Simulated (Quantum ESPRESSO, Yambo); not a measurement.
# Beyond one shot: InO (GaSe-type monolayer), part 2 of 2

Aim: iterate the self-energy on InO (GaSe-type monolayer) and follow the gap from cycle to cycle.

Quantum ESPRESSO 7.5 and Yambo 5.3.0; PBE and many-body steps on it, plane waves. Known limits of the many-body steps: not at the basis limit; exchange with frozen shells missing; no spin-orbit coupling.

So far. Step 5 (evGW0, cycle 1): Against G0W0 in Yambo (6×6×1 mesh, 56 bands, screening to 74.8 eV, Godby-Needs plasmon pole), the gap moves by +0.141 eV. Step 6 (evGW0, cycle 2): Against the cycle before, the gap moves by +0.018 eV.

## 7. evGW0, cycle 3

Level of this step: evGW0 on PBE, plane waves, norm-conserving pseudopotentials (Yambo).

The input, gw4.in:

```
HF_and_locXC
gw0
dyson
ppa
em1d
rim_cut
rim_w
RandQpts= 3000000
RandGvec= 100 RL
CUTGeo= "slab z"
RandGvecW= 9 RL
EXXRLvcs= 72 Ry
VXCRLvcs= 288 Ry
Chimod= "HARTREE"
% BndsRnXp
 1 | 56 |
%
NGsBlkXp= 5.5 Ry
% LongDrXp
 1 | 1 | 0 |
%
% GbndRnge
 1 | 56 |
%
DysSolver= "n"
ExtendOut
PPAPntXp= 27.21138 eV
% QPkrange
 1 | 7 | 13 | 25 |
%
GfnQPdb= "E < ./gw3_fix/ndb.QP"
```

The run is started by

```bash
> OMP_NUM_THREADS=1 mpirun -n 4 yambo -F gw4.in -J gw4,gw1_W -C gw4 > gw4.log
```

The program printed:

```text
 Yambo, version 5.3.0

 [02] CORE Variables Setup
 =========================

  [... cell, symmetries and grids as in the set-up ...]

  [02.05] Energies & Occupations
  ==============================

  [X] === General ===
  [X] Electronic Temperature                        :  0.000000  0.000000 [eV K]
  [X] Bosonic    Temperature                        :  0.000000  0.000000 [eV K]
  [X] Finite Temperature mode                       : no
  [X] El. density                                   :  0.20514E+24 [cm-3]
[...]
Sx RL components                                 :  12973

  QP @ state[ 1 ] K range                          :   1   7
  QP @ state[ 1 ] b range                          :  13  25
  GF energies kind                                 : Perdew, Burke & Ernzerhof(X)+Perdew, Burke & Ernzerhof(C)+ E < ./gw1/ndb.QP + @E Fit+ E < ./gw2_fix/
  GF WF`s kind                                     : Perdew, Burke & Ernzerhof(X)+Perdew, Burke & Ernzerhof(C)
  Xs energies kind                                 : Perdew, Burke & Ernzerhof(X)+Perdew, Burke & Ernzerhof(C)
  Xs WF`s kind                                     : Perdew, Burke & Ernzerhof(X)+Perdew, Burke & Ernzerhof(C)

 [16] Game Over & Game summary
```

Wall time 5.4 min (4 MPI ranks of Arm Neoverse V2, shared host); peak memory 3.1 GiB.

Numbers from this step:

* quasiparticle gap on the mesh: 2.010 eV
* gap of the density functional on the mesh: 0.3872 eV
* k of the valence top: 0.1667, 0.1667, 0
* k of the conduction bottom: 0, 0, 0
* least direct quasiparticle gap on the computed points: 2.465 eV

Against the cycle before, the gap moves by +0.002 eV.

The program's own table gives 2.254 eV, which is too large where the input levels are shifted: this version takes Σc at the unshifted level E₀, yet steps from the shifted one. The value above is the Newton step from E₀, E₀ + Z(Σc + Σx − Vxc), rebuilt from the printed columns.

## 8. evGW, cycle 1

This step: evGW on PBE, plane waves, norm-conserving pseudopotentials.

gw5.in, as its differences from gw4.in of step 7:

```diff
@@ -30,2 +30,3 @@
 %
-GfnQPdb= "E < ./gw3_fix/ndb.QP"
+GfnQPdb= "E < ./gw1/ndb.QP"
+XfnQPdb= "E < ./gw1/ndb.QP"
```

The run is started by

```bash
> OMP_NUM_THREADS=1 mpirun -n 4 yambo -F gw5.in -J gw5 -C gw5 > gw5.log
```

The program printed:

```text
 Yambo, version 5.3.0

 [02] CORE Variables Setup
 =========================

  [... cell, symmetries and grids as in the set-up ...]

  [02.05] Energies & Occupations
  ==============================

  [X] === General ===
  [X] Electronic Temperature                        :  0.000000  0.000000 [eV K]
  [X] Bosonic    Temperature                        :  0.000000  0.000000 [eV K]
  [X] Finite Temperature mode                       : no
  [X] El. density                                   :  0.20514E+24 [cm-3]
[...]
Sx RL components                                 :  12973

  QP @ state[ 1 ] K range                          :   1   7
  QP @ state[ 1 ] b range                          :  13  25
  GF energies kind                                 : Perdew, Burke & Ernzerhof(X)+Perdew, Burke & Ernzerhof(C)+ E < ./gw1/ndb.QP + @E Fit
  GF WF`s kind                                     : Perdew, Burke & Ernzerhof(X)+Perdew, Burke & Ernzerhof(C)
  Xs energies kind                                 : Perdew, Burke & Ernzerhof(X)+Perdew, Burke & Ernzerhof(C)
  Xs WF`s kind                                     : Perdew, Burke & Ernzerhof(X)+Perdew, Burke & Ernzerhof(C)

 [18] Game Over & Game summary
```

The job ended after 6.5 min (4 MPI ranks; peak memory 3.1 GiB; 26 min of CPU time).

Numbers from this step:

```
quasiparticle gap on the mesh                         : 2.222 eV
gap of the density functional on the mesh             : 0.3872 eV
k of the valence top                                  : 0.1667, 0.1667, 0
k of the conduction bottom                            : 0, 0, 0
least direct quasiparticle gap on the computed points : 2.696 eV
```

Against G0W0 in Yambo (6×6×1 mesh, 56 bands, screening to 74.8 eV, Godby-Needs plasmon pole), the gap moves by +0.374 eV.

The program's own table gives 2.414 eV, which is too large where the input levels are shifted: this version takes Σc at the unshifted level E₀, yet steps from the shifted one. The value above is the Newton step from E₀, E₀ + Z(Σc + Σx − Vxc), rebuilt from the printed columns.

## 9. evGW, cycle 2

gw6.in, as its differences from gw5.in of step 8:

```diff
@@ -30,3 +30,3 @@
 %
-GfnQPdb= "E < ./gw1/ndb.QP"
-XfnQPdb= "E < ./gw1/ndb.QP"
+GfnQPdb= "E < ./gw5_fix/ndb.QP"
+XfnQPdb= "E < ./gw5_fix/ndb.QP"
```

The run is started by

```bash
> OMP_NUM_THREADS=1 mpirun -n 4 yambo -F gw6.in -J gw6 -C gw6 > gw6.log
```

The program printed:

```text
 Yambo, version 5.3.0

 [02] CORE Variables Setup
 =========================

  [... cell, symmetries and grids as in the set-up ...]

  [02.05] Energies & Occupations
  ==============================

  [X] === General ===
  [X] Electronic Temperature                        :  0.000000  0.000000 [eV K]
  [X] Bosonic    Temperature                        :  0.000000  0.000000 [eV K]
  [X] Finite Temperature mode                       : no
  [X] El. density                                   :  0.20514E+24 [cm-3]
[...]
Sx RL components                                 :  12973

  QP @ state[ 1 ] K range                          :   1   7
  QP @ state[ 1 ] b range                          :  13  25
  GF energies kind                                 : Perdew, Burke & Ernzerhof(X)+Perdew, Burke & Ernzerhof(C)+ E < ./gw1/ndb.QP + @E Fit+ E < ./gw5_fix/
  GF WF`s kind                                     : Perdew, Burke & Ernzerhof(X)+Perdew, Burke & Ernzerhof(C)
  Xs energies kind                                 : Perdew, Burke & Ernzerhof(X)+Perdew, Burke & Ernzerhof(C)
  Xs WF`s kind                                     : Perdew, Burke & Ernzerhof(X)+Perdew, Burke & Ernzerhof(C)

 [18] Game Over & Game summary
```

The job ended after 6.6 min (4 MPI ranks; peak memory 3.1 GiB).

Numbers from this step:

```
quasiparticle gap on the mesh                         : 2.344 eV
gap of the density functional on the mesh             : 0.3872 eV
k of the valence top                                  : 0.1667, 0.1667, 0
k of the conduction bottom                            : 0, 0, 0
least direct quasiparticle gap on the computed points : 2.827 eV
```

Against the cycle before, the gap moves by +0.123 eV.

The program's own table gives 2.582 eV, which is too large where the input levels are shifted: this version takes Σc at the unshifted level E₀, yet steps from the shifted one. The value above is the Newton step from E₀, E₀ + Z(Σc + Σx − Vxc), rebuilt from the printed columns.

## 10. evGW, cycle 3

gw7.in, as its differences from gw6.in of step 9:

```diff
@@ -30,3 +30,3 @@
 %
-GfnQPdb= "E < ./gw5_fix/ndb.QP"
-XfnQPdb= "E < ./gw5_fix/ndb.QP"
+GfnQPdb= "E < ./gw6_fix/ndb.QP"
+XfnQPdb= "E < ./gw6_fix/ndb.QP"
```

The run is started by

```bash
> OMP_NUM_THREADS=1 mpirun -n 4 yambo -F gw7.in -J gw7 -C gw7 > gw7.log
```

The program printed:

```text
 Yambo, version 5.3.0

 [02] CORE Variables Setup
 =========================

  [... cell, symmetries and grids as in the set-up ...]

  [02.05] Energies & Occupations
  ==============================

  [X] === General ===
  [X] Electronic Temperature                        :  0.000000  0.000000 [eV K]
  [X] Bosonic    Temperature                        :  0.000000  0.000000 [eV K]
  [X] Finite Temperature mode                       : no
  [X] El. density                                   :  0.20514E+24 [cm-3]
[...]
Sx RL components                                 :  12973

  QP @ state[ 1 ] K range                          :   1   7
  QP @ state[ 1 ] b range                          :  13  25
  GF energies kind                                 : Perdew, Burke & Ernzerhof(X)+Perdew, Burke & Ernzerhof(C)+ E < ./gw1/ndb.QP + @E Fit+ E < ./gw5_fix/
  GF WF`s kind                                     : Perdew, Burke & Ernzerhof(X)+Perdew, Burke & Ernzerhof(C)
  Xs energies kind                                 : Perdew, Burke & Ernzerhof(X)+Perdew, Burke & Ernzerhof(C)
  Xs WF`s kind                                     : Perdew, Burke & Ernzerhof(X)+Perdew, Burke & Ernzerhof(C)

 [18] Game Over & Game summary
```

Wall time 6.5 min (4 MPI ranks); peak memory 3.1 GiB.

Numbers from this step:

* quasiparticle gap on the mesh: 2.384 eV
* gap of the density functional on the mesh: 0.3872 eV
* k of the valence top: 0.1667, 0.1667, 0
* k of the conduction bottom: 0, 0, 0
* least direct quasiparticle gap on the computed points: 2.870 eV

Against the cycle before, the gap moves by +0.040 eV.

The program's own table gives 2.636 eV, which is too large where the input levels are shifted: this version takes Σc at the unshifted level E₀, yet steps from the shifted one. The value above is the Newton step from E₀, E₀ + Z(Σc + Σx − Vxc), rebuilt from the printed columns.

## 11. evGW, cycle 4

gw8.in, as its differences from gw7.in of step 10:

```diff
@@ -30,3 +30,3 @@
 %
-GfnQPdb= "E < ./gw6_fix/ndb.QP"
-XfnQPdb= "E < ./gw6_fix/ndb.QP"
+GfnQPdb= "E < ./gw7_fix/ndb.QP"
+XfnQPdb= "E < ./gw7_fix/ndb.QP"
```

The run is started by

```bash
> OMP_NUM_THREADS=1 mpirun -n 4 yambo -F gw8.in -J gw8 -C gw8 > gw8.log
```

The program printed:

```text
 Yambo, version 5.3.0

 [02] CORE Variables Setup
 =========================

  [... cell, symmetries and grids as in the set-up ...]

  [02.05] Energies & Occupations
  ==============================

  [X] === General ===
  [X] Electronic Temperature                        :  0.000000  0.000000 [eV K]
  [X] Bosonic    Temperature                        :  0.000000  0.000000 [eV K]
  [X] Finite Temperature mode                       : no
  [X] El. density                                   :  0.20514E+24 [cm-3]
[...]
Sx RL components                                 :  12973

  QP @ state[ 1 ] K range                          :   1   7
  QP @ state[ 1 ] b range                          :  13  25
  GF energies kind                                 : Perdew, Burke & Ernzerhof(X)+Perdew, Burke & Ernzerhof(C)+ E < ./gw1/ndb.QP + @E Fit+ E < ./gw5_fix/
  GF WF`s kind                                     : Perdew, Burke & Ernzerhof(X)+Perdew, Burke & Ernzerhof(C)
  Xs energies kind                                 : Perdew, Burke & Ernzerhof(X)+Perdew, Burke & Ernzerhof(C)
  Xs WF`s kind                                     : Perdew, Burke & Ernzerhof(X)+Perdew, Burke & Ernzerhof(C)

 [18] Game Over & Game summary
```

Wall time 6.5 min (4 MPI ranks); peak memory 3.1 GiB.

Numbers from this step:

| Quantity | Value |
| --- | --- |
| quasiparticle gap on the mesh | 2.397 eV |
| gap of the density functional on the mesh | 0.3872 eV |
| k of the valence top | 0.1667, 0.1667, 0 |
| k of the conduction bottom | 0, 0, 0 |
| least direct quasiparticle gap on the computed points | 2.885 eV |

Against the cycle before, the gap moves by +0.013 eV.

The program's own table gives 2.653 eV, which is too large where the input levels are shifted: this version takes Σc at the unshifted level E₀, yet steps from the shifted one. The value above is the Newton step from E₀, E₀ + Z(Σc + Σx − Vxc), rebuilt from the printed columns.

## 12. Side by side

Times are wall times on 4 MPI ranks of Arm Neoverse V2, shared host, good to a factor of about two.

| run | mesh | bands | screening cutoff (eV) | DFT gap (eV) | gap on the mesh (eV) | direct (eV) | time |
| --- | --- | --- | --- | --- | --- | --- | --- |
| G0W0 | 6×6×1 | 56 | 74.8 | 0.387 | 1.848 | 2.307 | 6.6 min |
| evGW0, cycle 1 | 6×6×1 | 56 | 74.8 | 0.387 | 1.989 | 2.444 | 5.4 min |
| evGW0, cycle 2 | 6×6×1 | 56 | 74.8 | 0.387 | 2.008 | 2.463 | 5.5 min |
| evGW0, cycle 3 | 6×6×1 | 56 | 74.8 | 0.387 | 2.010 | 2.465 | 5.4 min |
| evGW, cycle 1 | 6×6×1 | 56 | 74.8 | 0.387 | 2.222 | 2.696 | 6.5 min |
| evGW, cycle 2 | 6×6×1 | 56 | 74.8 | 0.387 | 2.344 | 2.827 | 6.6 min |
| evGW, cycle 3 | 6×6×1 | 56 | 74.8 | 0.387 | 2.384 | 2.870 | 6.5 min |
| evGW, cycle 4 | 6×6×1 | 56 | 74.8 | 0.387 | 2.397 | 2.885 | 6.5 min |

## 13. Outcome

- G0W0: 1.848 eV
- evGW0, cycle 1: 1.989 eV
- evGW0, cycle 2: 2.008 eV
- evGW0, cycle 3: 2.010 eV
- evGW, cycle 1: 2.222 eV
- evGW, cycle 2: 2.344 eV
- evGW, cycle 3: 2.384 eV
- evGW, cycle 4: 2.397 eV
- known limits: not at the basis limit; exchange with frozen shells missing; no spin-orbit coupling

**Reading.** evGW0 ends at 2.01 eV, +0.16 eV from G0W0, after 3 cycles that took 16 min beside the first screening; the last moved the gap by 0.002 eV. evGW ends at 2.40 eV, +0.55 eV from G0W0, after 4 cycles that took 26 min beside the first screening; the last moved the gap by 0.013 eV. Bands and cutoff are finite, so the gap is not at the basis limit. The miss can reach some tenths of an eV and take either sign; the mesh is an error of its own. The norm-conserving file of at least one element keeps a d shell over frozen s and p shells of the same row. Exchange with those shells is missing from the self-energy, an error of 0.3 to 0.9 eV in cases checked, whose sign depends on which edge lies on those atoms. The many-body steps are scalar-relativistic: spin-orbit coupling is not in them.

[Paths, hosts, dates, memory and timing lines, banners, echoed tables and standing remarks are left out of the program output.]

[Logs are printed without paths, hosts, clocks, repeated set-up lines and the standing remarks that a program may print on its own settings, such as how far it seeks lower states.]

[Runs of the session that timed out or met a known fault of the program may be left out.]

[Hosts, paths, dates, database ids (printed as entryN), source tags and the programs' standing remarks are cut or masked in the printed files.]
